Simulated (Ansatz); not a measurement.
Rows from a G0W0 calculation on GaSb (F-43m) (Ansatz 0.2.0; G0W0 on r2SCAN, plane waves, PAW; 10×10×10 mesh, 238 empty bands, screening to 150 eV, hard PAW files), in eV. Spin-orbit coupling is left out.

The database entry behind the starting cell differs from later determinations by our own check (about 0.4 % long), so it need not match the best structure at ambient conditions.

| row | k | band | start | Σx | Σc at the solution | Vxc |
| --- | --- | --- | --- | --- | --- | --- |
| A | Γ | c2 | 11.993 | -7.723 | -3.924 | -11.674 |
| B | Γ | v1 | 8.996 | -15.209 | 0.451 | -14.416 |
| C | Γ | c1 | 9.467 | -12.319 | -3.494 | -15.877 |

Question: Work out each quasiparticle level and how far it moved.

The quasiparticle equation reads E = start + Σx + Σc(E) − Vxc.

| row | E (eV) | shift (eV) |
| --- | --- | --- |
| A | 12.021 | +0.028 |
| B | 8.655 | −0.342 |
| C | 9.531 | +0.064 |

Limits: not at the basis limit; no spin-orbit coupling.

[Runs of the session that timed out or met a known fault of the program may be left out.]

[Cells called generated may have been cut or substituted from an entry of the Crystallography Open Database or the Materials Project.]

[Hosts, paths, dates, database ids (printed as entryN), source tags and the programs' standing remarks are cut or masked in the printed files.]
